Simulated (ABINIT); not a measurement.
# Quasiparticle gap of Te (P3_121) in ABINIT, part 2 of 3

Wanted: ground state, empty states, screening and self-energy for Te (P3_121).

ABINIT 10.8.3; PBE and many-body steps on it, plane waves. Known limits of the many-body steps: not at the basis limit; model gap, bands may invert with spin-orbit coupling; screening runs away on this mesh; no spin-orbit coupling; coarse k mesh.

So far. Step 2 (Ground state): The gap is direct, at (0.333, 0.333, 0.500).

### 3. Bands along the symmetry lines

Level of this step: DFT, PBE, plane waves, norm-conserving pseudopotentials (ABINIT).

Levels along a band path, at the cheap level, show where the edges lie and whether the meshes to come will hold them.

run.abi

```
acell 3*1.0 Angstrom
rprim 
  4.457199999972 0.000000000006 0.000000000000
  -2.228599999992 3.860048429721 0.000000000000
  0.000000000000 0.000000000000 5.929000000000
ntypat 1
znucl 52
natom 3
typat 1 1 1
xred 
  0.263300000000 0.000000000000 0.333333333333
  -0.000000000000 0.263300000000 0.666666666667
  0.736700000000 0.736700000000 -0.000000000000
pp_dirpath "pseudos"
pseudos "Te.upf"
ecut 39
iscf -2
irdden 1
kptopt 0
nkpt 39
kpt 
  0.00000000 0.00000000 0.00000000
  0.12500000 0.00000000 0.00000000
  0.25000000 0.00000000 0.00000000
  0.37500000 0.00000000 0.00000000
  0.50000000 0.00000000 0.00000000
  0.45833333 0.08333333 0.00000000
  0.41666666 0.16666666 0.00000000
  0.37500000 0.25000000 0.00000000
  0.33333333 0.33333333 0.00000000
  0.25000000 0.25000000 0.00000000
  0.16666666 0.16666666 0.00000000
  0.08333333 0.08333333 0.00000000
  0.00000000 0.00000000 0.00000000
  0.00000000 0.00000000 0.12500000
  0.00000000 0.00000000 0.25000000
  0.00000000 0.00000000 0.37500000
  0.00000000 0.00000000 0.50000000
  0.12500000 0.00000000 0.50000000
  0.25000000 0.00000000 0.50000000
  0.37500000 0.00000000 0.50000000
  0.50000000 0.00000000 0.50000000
  0.45833333 0.08333333 0.50000000
  0.41666666 0.16666666 0.50000000
  0.37500000 0.25000000 0.50000000
  0.33333333 0.33333333 0.50000000
  0.25000000 0.25000000 0.50000000
  0.16666666 0.16666666 0.50000000
  0.08333333 0.08333333 0.50000000
  0.00000000 0.00000000 0.50000000
  0.50000000 0.00000000 0.50000000
  0.50000000 0.00000000 0.37500000
  0.50000000 0.00000000 0.25000000
  0.50000000 0.00000000 0.12500000
  0.50000000 -0.00000000 0.00000000
  0.33333333 0.33333333 0.50000000
  0.33333333 0.33333333 0.37500000
  0.33333333 0.33333333 0.25000000
  0.33333333 0.33333333 0.12500000
  0.33333333 0.33333333 0.00000000
istwfk *1
nband 43
nbdbuf 2
tolwfr 1e-08
nstep 40
prtwf 0
prtvol 0
indata_prefix "in"
outdata_prefix "out"
tmpdata_prefix "tmp"
```

On the command line:

```sh
OMP_NUM_THREADS=1 mpirun -n 8 abinit run.abi > log
```

Numbers of over 12 decimals in the logs are rounded to 6 here.

Log:

```text
.Version 10.8.3 of ABINIT. v10.8.2 released Aug 2026.

 Symmetries : space group P3_1 2 1 (#152); Bravais hP (primitive hexag.)
[... echo of the input left out ...]
== DATASET  1 ==================================================================
-   mpi_nproc: 8, omp_nthreads: 1 (-1 if OMP is not activated)

--- !DatasetInfo
iteration_state: {dtset: 1, }
dimensions: {natom: 3, nkpt: 39, mband: 43, nsppol: 1, nspinor: 1, nspden: 1, mpw: 8042, }
cutoff_energies: {ecut:  39.0, pawecutdg:  -1.0, }
electrons: {nelect:   7.20000000E+01, charge:   0.00000000E+00, occopt:   1.00000000E+00, tsmear:   1.00000000E-02, }

 Real(R)+Recip(G) space primitive vectors, cartesian coordinates (Bohr,Bohr^-1):
 R(1)=  8.4228873  0.0000000  0.0000000  G(1)=  0.1187241  0.0685454  0.0000000
 R(2)= -4.2114436  7.2944344  0.0000000  G(2)=  0.0000000  0.1370908  0.0000000
 R(3)=  0.0000000  0.0000000 11.2041862  G(3)=  0.0000000  0.0000000  0.0892524
 Unit cell volume ucvol=  6.8838742E+02 bohr^3
 Angles (23,13,12)=  9.00000000E+01  9.00000000E+01  1.20000000E+02 degrees

 getcut: wavevector=  0.0000  0.0000  0.0000  ngfft=  48  48  64
         ecut(hartree)=     39.000   => boxcut(ratio)=   2.02714

--- Pseudopotential description ------------------------------------------------
- Te Generated using ONCVPSP code by D. R. Hamann
- 52.00000  24.00000  220131                  znucl, zion, pspdat
12 -101130 3 -1 1294                          pspcod,pspxc,lmax,lloc,mmax
     nproj     2     2     2     2
  pspatm : epsatm=   28.89495404
         --- l  ekb(1:nproj) -->
             0    9.158100   -0.350391
             1    3.254928   -0.666646
             2   -3.247931   -0.911641
[...]
pspatm: atomic psp has been read  and splines computed

--------------------------------------------------------------------------------

================================================================================
 prteigrs : about to open file out_EIG
 Non-SCF case, kpt    1 (  0.00000  0.00000  0.00000), residuals and eigenvalues=
  5.68E-09  9.89E-09  4.85E-09  5.79E-09  2.55E-09  3.56E-09  2.95E-09  2.75E-09
  7.44E-09  8.21E-09  3.24E-09  8.50E-09  4.05E-09  3.69E-09  7.38E-09  6.71E-09
  5.97E-09  9.24E-09  1.62E-09  4.08E-09  3.57E-09  9.32E-09  7.34E-09  6.91E-09
[...]
-5.6313E+00 -5.6313E+00 -5.6313E+00 -3.7968E+00 -3.7968E+00 -3.7967E+00
 -3.7957E+00 -3.7956E+00 -3.7956E+00 -3.7898E+00 -3.7898E+00 -3.7898E+00
 -1.1245E+00 -1.1245E+00 -1.1226E+00 -1.1224E+00 -1.1224E+00 -1.1195E+00
[...]
4.8567E-01
 Non-SCF case, kpt    2 (  0.12500  0.00000  0.00000), residuals and eigenvalues=
[...]
4.8689E-01
 Non-SCF case, kpt    3 (  0.25000  0.00000  0.00000), residuals and eigenvalues=
[...]
5.1515E-01
[...]
Non-SCF case, kpt   38 (  0.33333  0.33333  0.12500), residuals and eigenvalues=
[...]
5.7725E-01
 Non-SCF case, kpt   39 (  0.33333  0.33333  0.00000), residuals and eigenvalues=
[...]
8.3123E-02  8.3123E-02  1.3798E-01  1.3798E-01  1.4388E-01  1.5359E-01
  3.5578E-01  3.5578E-01  3.6863E-01  4.2917E-01  4.6834E-01  4.6834E-01
  5.6724E-01

--- !ResultsGS
iteration_state: {dtset: 1, }
comment   : Summary of ground state results
lattice_vectors:
- [  8.4228873,   0.0000000,   0.0000000, ]
- [ -4.2114436,   7.2944344,   0.0000000, ]
- [  0.0000000,   0.0000000,  11.2041862, ]
lattice_lengths: [   8.42289,    8.42289,   11.20419, ]
lattice_angles: [ 90.000,  90.000, 120.000, ] # degrees, (23, 13, 12)
lattice_volume:   6.8838742E+02
convergence: {deltae:  0.000E+00, res2:  0.000E+00, residm:  9.987E-09, diffor:  0.000E+00, }
etotal    :  -8.41456413E+02
entropy   :   0.00000000E+00
fermie    :   2.49476202E-01
cartesian_stress_tensor: null
pressure_GPa: null
xred      :
- [  2.6330E-01,   9.2519E-17,   3.3333E-01, Te]
- [ -6.8916E-19,   2.6330E-01,   6.6667E-01, Te]
- [  7.3670E-01,   7.3670E-01,   7.4015E-17, Te]
cartesian_forces: null
force_length_stats: {min: null, max: null, mean: null, }

 Integrated electronic density in atomic spheres:
 ------------------------------------------------
 Atom  Sphere_radius  Integrated_density
[...]
================================================================================

 ----iterations are completed or convergence reached----

 Mean square residual over all n,k,spin=   46.690E-10; max=  99.866E-10
 reduced coordinates (array xred) for    3 atoms
[...]
cartesian coordinates (angstrom) at end:
    1      1.173581     1.58e-12     1.976333
    2     -0.586790     1.016351     3.952667
    3      1.641810     2.843698     0.000000
 length scales=  1.889726125908  1.889726125908  1.889726125908 bohr
              =  1.000000000000  1.000000000000  1.000000000000 angstroms
 prteigrs : about to open file out_EIG
 Eigenvalues (hartree) for nkpt=  39  k points:
 kpt#   1, nband= 43, wtk=  1.00000, kpt=  0.0000  0.0000  0.0000 (reduced coord)
[...]
kpt#   2, nband= 43, wtk=  1.00000, kpt=  0.1250  0.0000  0.0000 (reduced coord)
[...]
kpt#   3, nband= 43, wtk=  1.00000, kpt=  0.2500  0.0000  0.0000 (reduced coord)
[...]
kpt#  38, nband= 43, wtk=  1.00000, kpt=  0.3333  0.3333  0.1250 (reduced coord)
[...]
0.46033    0.47345    0.57725
 kpt#  39, nband= 43, wtk=  1.00000, kpt=  0.3333  0.3333  0.0000 (reduced coord)
[...]
-1.11604   -1.11416   -1.11416   -0.20885   -0.14125   -0.14125    0.08312    0.08312
   0.13798    0.13798    0.14388    0.15359    0.35578    0.35578    0.36863    0.42917
   0.46834    0.46834    0.56724

== END DATASET(S) ==============================================================
================================================================================

 -outvars: echo values of variables after computation  --------
            nband          43
             nkpt          39
          spgroup         152
 [... the other variables as echoed above ...]

 Calculation completed.
```

Wall time 45 s (8 MPI ranks of Intel Xeon 6975P-C (Granite Rapids), shared host); peak memory 0.84 GiB.

This step gave:

```
gap                        : 0.1818 eV
k of the valence top       : 0.3333, 0.3333, 0.5
k of the conduction bottom : 0.3333, 0.3333, 0.5
least direct gap           : 0.1818 eV
```

The gap is 0.182 eV, as in the run before at this level.

The electronic bands at the labelled points (eV, zero at the top of the highest filled band):

| point | band 33 | band 34 | band 35 | band 36 | band 37 | band 38 | band 39 | band 40 |
| --- | --- | --- | --- | --- | --- | --- | --- | --- |
| Γ | -2.78 | -1.64 | -1.64 | -0.73 | 1.05 | 1.05 | 1.68 | 5.00 |
| halfway | -3.35 | -1.56 | -1.03 | -0.80 | 0.94 | 1.16 | 2.00 | 3.90 |
| M | -3.52 | -3.45 | -1.11 | -0.83 | 0.95 | 1.05 | 3.07 | 3.77 |
| halfway | -3.37 | -3.31 | -1.92 | -1.83 | 1.81 | 2.18 | 3.57 | 3.85 |
| K | -3.03 | -3.03 | -2.87 | -2.61 | 2.89 | 2.89 | 3.24 | 4.89 |
| halfway | -3.01 | -1.82 | -1.36 | -1.35 | 1.59 | 1.60 | 1.99 | 4.31 |
| Γ | -2.78 | -1.64 | -1.64 | -0.73 | 1.05 | 1.05 | 1.68 | 5.00 |
| halfway | -2.50 | -1.47 | -1.46 | -0.80 | 0.76 | 0.77 | 1.19 | 4.46 |
| A | -2.65 | -1.32 | -1.04 | -1.04 | 0.56 | 0.62 | 0.62 | 4.07 |
| halfway | -3.13 | -2.00 | -1.85 | -1.29 | 1.31 | 1.89 | 2.23 | 4.54 |
| L | -3.64 | -2.37 | -2.03 | -0.21 | 0.80 | 1.96 | 2.59 | 4.60 |
| halfway | -4.37 | -1.44 | -1.29 | -0.11 | 0.75 | 1.64 | 2.12 | 4.94 |
| H | -4.96 | -1.04 | 0.00 | 0.00 | 0.18 | 1.47 | 1.47 | 5.92 |
| halfway | -3.69 | -1.92 | -1.63 | -0.77 | 0.86 | 2.13 | 2.31 | 4.67 |
| A | -2.65 | -1.32 | -1.04 | -1.04 | 0.56 | 0.62 | 0.62 | 4.07 |
| jump to L | -3.64 | -2.37 | -2.03 | -0.21 | 0.80 | 1.96 | 2.59 | 4.60 |
| halfway | -3.55 | -2.07 | -1.71 | -1.39 | 1.22 | 1.96 | 2.69 | 3.84 |
| M | -3.52 | -3.45 | -1.11 | -0.83 | 0.95 | 1.05 | 3.07 | 3.77 |
| jump to H | -4.96 | -1.04 | 0.00 | 0.00 | 0.18 | 1.47 | 1.47 | 5.92 |
| halfway | -4.13 | -2.54 | -1.50 | -1.05 | 1.79 | 2.44 | 2.52 | 5.36 |
| K | -3.03 | -3.03 | -2.87 | -2.61 | 2.89 | 2.89 | 3.24 | 4.89 |

### 4. Empty states on the mesh, 3×3×2 mesh, 142 bands

The sums over transitions need many empty states on a uniform mesh; this step solves for them.

run.abi

```
acell 3*1.0 Angstrom
rprim 
  4.457199999972 0.000000000006 0.000000000000
  -2.228599999992 3.860048429721 0.000000000000
  0.000000000000 0.000000000000 5.929000000000
ntypat 1
znucl 52
natom 3
typat 1 1 1
xred 
  0.263300000000 0.000000000000 0.333333333333
  -0.000000000000 0.263300000000 0.666666666667
  0.736700000000 0.736700000000 -0.000000000000
pp_dirpath "pseudos"
pseudos "Te.upf"
ecut 39
ngkpt 3 3 2
nshiftk 1
shiftk 0 0 0
kptopt 1
chksymbreak 0
iscf -2
irdden 1
istwfk *1
nband 142
nbdbuf 12
tolwfr 1e-09
nstep 60
prtvol 0
indata_prefix "in"
outdata_prefix "out"
tmpdata_prefix "tmp"
```

On the command line:

```sh
OMP_NUM_THREADS=1 mpirun -n 6 abinit run.abi > log
```

Log:

```text
.Version 10.8.3 of ABINIT. v10.8.2 released Aug 2026.

 Symmetries : space group P3_1 2 1 (#152); Bravais hP (primitive hexag.)
[... echo of the input left out ...]
== DATASET  1 ==================================================================
-   mpi_nproc: 6, omp_nthreads: 1 (-1 if OMP is not activated)

--- !DatasetInfo
iteration_state: {dtset: 1, }
dimensions: {natom: 3, nkpt: 6, mband: 142, nsppol: 1, nspinor: 1, nspden: 1, mpw: 8029, }
cutoff_energies: {ecut:  39.0, pawecutdg:  -1.0, }
electrons: {nelect:   7.20000000E+01, charge:   0.00000000E+00, occopt:   1.00000000E+00, tsmear:   1.00000000E-02, }

 Real(R)+Recip(G) space primitive vectors, cartesian coordinates (Bohr,Bohr^-1):
 R(1)=  8.4228873  0.0000000  0.0000000  G(1)=  0.1187241  0.0685454  0.0000000
 R(2)= -4.2114436  7.2944344  0.0000000  G(2)=  0.0000000  0.1370908  0.0000000
 R(3)=  0.0000000  0.0000000 11.2041862  G(3)=  0.0000000  0.0000000  0.0892524
 Unit cell volume ucvol=  6.8838742E+02 bohr^3
 Angles (23,13,12)=  9.00000000E+01  9.00000000E+01  1.20000000E+02 degrees

 getcut: wavevector=  0.0000  0.0000  0.0000  ngfft=  48  48  64
         ecut(hartree)=     39.000   => boxcut(ratio)=   2.02714

--- Pseudopotential description ------------------------------------------------
- Te Generated using ONCVPSP code by D. R. Hamann
- 52.00000  24.00000  220131                  znucl, zion, pspdat
12 -101130 3 -1 1294                          pspcod,pspxc,lmax,lloc,mmax
     nproj     2     2     2     2
  pspatm : epsatm=   28.89495404
         --- l  ekb(1:nproj) -->
             0    9.158100   -0.350391
             1    3.254928   -0.666646
             2   -3.247931   -0.911641
[...]
pspatm: atomic psp has been read  and splines computed

--------------------------------------------------------------------------------

================================================================================
 prteigrs : about to open file out_EIG
 Non-SCF case, kpt    1 (  0.00000  0.00000  0.00000), residuals and eigenvalues=
  5.38E-10  4.90E-10  5.93E-10  5.56E-10  4.26E-10  6.94E-10  2.99E-10  6.15E-10
  1.63E-10  9.60E-10  1.87E-10  5.33E-10  2.44E-10  4.56E-10  2.96E-10  3.12E-10
  4.26E-10  2.27E-10  3.85E-10  4.67E-10  3.09E-10  3.23E-10  3.43E-10  2.38E-10
[...]
2.06E-06  4.98E-06  1.94E-05  2.35E-05  2.08E-04  4.46E-04
 -5.6313E+00 -5.6313E+00 -5.6313E+00 -3.7968E+00 -3.7968E+00 -3.7967E+00
 -3.7957E+00 -3.7956E+00 -3.7956E+00 -3.7898E+00 -3.7898E+00 -3.7898E+00
[...]
1.8554E+00  1.9201E+00  1.9201E+00  1.9273E+00  1.9273E+00  1.9456E+00
  1.9584E+00  1.9767E+00  1.9775E+00  1.9842E+00
 prteigrs : prtvol=0 or 1, do not print more k-points.

--- !ResultsGS
iteration_state: {dtset: 1, }
comment   : Summary of ground state results
lattice_vectors:
- [  8.4228873,   0.0000000,   0.0000000, ]
- [ -4.2114436,   7.2944344,   0.0000000, ]
- [  0.0000000,   0.0000000,  11.2041862, ]
lattice_lengths: [   8.42289,    8.42289,   11.20419, ]
lattice_angles: [ 90.000,  90.000, 120.000, ] # degrees, (23, 13, 12)
lattice_volume:   6.8838742E+02
convergence: {deltae:  0.000E+00, res2:  0.000E+00, residm:  9.961E-10, diffor:  0.000E+00, }
etotal    :  -8.41456413E+02
entropy   :   0.00000000E+00
fermie    :   2.49476202E-01
cartesian_stress_tensor: null
pressure_GPa: null
xred      :
- [  2.6330E-01,   9.2519E-17,   3.3333E-01, Te]
- [ -6.8916E-19,   2.6330E-01,   6.6667E-01, Te]
- [  7.3670E-01,   7.3670E-01,   7.4015E-17, Te]
cartesian_forces: null
force_length_stats: {min: null, max: null, mean: null, }

 Integrated electronic density in atomic spheres:
 ------------------------------------------------
 Atom  Sphere_radius  Integrated_density
[...]
================================================================================

 ----iterations are completed or convergence reached----

 Mean square residual over all n,k,spin=   42.613E-11; max=  99.608E-11
 reduced coordinates (array xred) for    3 atoms
[...]
-0.000000000000      0.263300000000      0.666666666667
       0.736700000000      0.736700000000      0.000000000000

 cartesian coordinates (angstrom) at end:
    1      1.173581     1.58e-12     1.976333
    2     -0.586790     1.016351     3.952667
    3      1.641810     2.843698     0.000000
 length scales=  1.889726125908  1.889726125908  1.889726125908 bohr
              =  1.000000000000  1.000000000000  1.000000000000 angstroms
 prteigrs : about to open file out_EIG
 Eigenvalues (hartree) for nkpt=   6  k points:
 kpt#   1, nband=142, wtk=  0.05556, kpt=  0.0000  0.0000  0.0000 (reduced coord)
[...]
1.73762    1.76098    1.76988    1.76988    1.77226    1.77927    1.77927    1.81429
   1.81429    1.82308    1.83649    1.85541    1.85541    1.92009    1.92009    1.92726
   1.92726    1.94563    1.95841    1.97673    1.97751    1.98423
 prteigrs : prtvol=0 or 1, do not print more k-points.

== END DATASET(S) ==============================================================
================================================================================

 -outvars: echo values of variables after computation  --------
            nband         142
             nkpt           6
          spgroup         152
 [... the other variables as echoed above ...]

 Calculation completed.
```

Run time: 70 s. Hardware: 6 MPI ranks; peak memory 0.66 GiB; 7 min of CPU time.

This step gave:

```
gap                                                           : 0.1818 eV
k of the valence top                                          : 0.3333, 0.3333, 0.5
k of the conduction bottom                                    : 0.3333, 0.3333, 0.5
least direct gap                                              : 0.1818 eV
k points computed                                             : 6
lowest point of the top converged band, above the valence top : 42.82 eV
```

On this mesh the gap is 0.182 eV.

### 5. Screening, 3×3×2 mesh, 130 bands, screening to 106.1 eV

The RPA dielectric matrix is built and inverted for each q.

This step: RPA screening on PBE, plane waves, norm-conserving pseudopotentials.

run.abi: that of step 4 with these lines changed.

```diff
@@ -21,10 +21,11 @@
 chksymbreak 0
-iscf -2
-irdden 1
 istwfk *1
-nband 142
-nbdbuf 12
-tolwfr 1e-09
-nstep 60
-prtvol 0
+occopt 1
+irdwfk 1
+optdriver 3
+nband 130
+ecuteps 3.9
+inclvkb 2
+awtr 1
+symchi 1
 indata_prefix "in"
```

On the command line:

```sh
OMP_NUM_THREADS=1 mpirun -n 8 abinit run.abi > log
```

Log:

```text
.Version 10.8.3 of ABINIT. v10.8.2 released Aug 2026.

 Symmetries : space group P3_1 2 1 (#152); Bravais hP (primitive hexag.)
[... echo of the input left out ...]
== DATASET  1 ==================================================================
-   mpi_nproc: 8, omp_nthreads: 1 (-1 if OMP is not activated)

--- !DatasetInfo
iteration_state: {dtset: 1, }
dimensions: {natom: 3, nkpt: 6, mband: 130, nsppol: 1, nspinor: 1, nspden: 1, mpw: 8029, }
cutoff_energies: {ecut:  39.0, pawecutdg:  -1.0, }
electrons: {nelect:   7.20000000E+01, charge:   0.00000000E+00, occopt:   1.00000000E+00, tsmear:   1.00000000E-02, }

 SCREENING: Calculation of the susceptibility and dielectric matrices

 Based on a program developped by R.W. Godby, V. Olevano, G. Onida, and L. Reining.
 Incorporated in ABINIT by V. Olevano, G.-M. Rignanese, and M. Torrent.
.Using double precision arithmetic ; gwpc =  8

[... cell and pseudopotentials left out ...]
--------------------------------------------------------------------------------

 ==== K-mesh for the wavefunctions ====
 Number of points in the irreducible wedge :     6
[... list of points left out ...]
 Together with  6 symmetry operations and time-reversal symmetry
 yields    18 points in the full Brillouin Zone.

 ==== Q-mesh for the screening function ====
 Number of points in the irreducible wedge :     6
[... list of points left out ...]
 Together with  6 symmetry operations and time-reversal symmetry
 yields    18 points in the full Brillouin Zone.

 setmesh: FFT mesh size selected  =    27x   27x   45
          total number of points  =        32805

 vcoul_init : cutoff-mode = AUXILIARY_FUNCTION
 q-points for optical limit:   1
     1)      0.000010    0.000020    0.000030

- screening: taking advantage of time-reversal symmetry
- Maximum band index for partially occupied states nbvw = 36
- Remaining bands to be divided among processors   nbcw = 94
- Number of bands treated by each node ~11

 Number of electrons calculated from density =   72.0000; Expected =   72.0000
 average of density, n =  0.104592
 r_s =    1.3167
 omega_plasma =   31.1965 [eV]

 calculating chi0 at frequencies [eV] :
  1    0.000000E+00    0.000000E+00
  2    0.000000E+00    3.119646E+01

--------------------------------------------------------------------------------
  q-point number  1        q = ( 0.000000, 0.000000, 0.000000) [r.l.u.]
--------------------------------------------------------------------------------
[... chi0 elements left out ...]
 For q-point:  0.000010 0.000020 0.000030
  dielectric constant =   1.40249E+03
  dielectric constant without local fields =   1.74707E+03

  Average fulfillment of the sum rule on Im[epsilon] for q-point    1 :     52.82  [%]
[... wings left out ...]
  q-point number  2        q = ( 0.333333, 0.000000, 0.000000) [r.l.u.]
--------------------------------------------------------------------------------
[... chi0 elements left out ...]
  Average fulfillment of the sum rule on Im[epsilon] for q-point    2 :     58.97  [%]

 [... 4 further q-points ...]
```

It took 59 s on 8 MPI ranks; peak memory 2.4 GiB; 7.9 min of CPU time.

Numbers from this step:

- ε∞ with local fields, on this mesh, along the program's q direction: 1402
- the same without local fields: 1747
- plasma frequency: 31.20 eV
- plane waves in the screening matrix: 237

Local fields lower ε∞ by 20 %. The value itself is an artefact of the mesh, where one narrow direct gap carries too much weight.

[end of part 2 of 3]

[Paths, hosts, dates, memory and timing lines, banners, echoed tables and standing remarks are left out of the program output.]

[Logs are printed without paths, hosts, clocks, repeated set-up lines and the standing remarks that a program may print on its own settings, such as how far it seeks lower states.]

[Runs of the session that timed out or met a known fault of the program may be left out.]

[Hosts, paths, dates, database ids (printed as entryN), source tags and the programs' standing remarks are cut or masked in the printed files.]

[G0W0 gaps are taken among the corrected bands and points alone; a level outside them can change the order at an edge.]

[Where Ansatz stands beside ABINIT at settings called matched, ABINIT's density can come from a denser mesh and the files from another edition; pairs whose starting gaps differed by over 0.03 eV were left out, so agreement reads better than it is.]
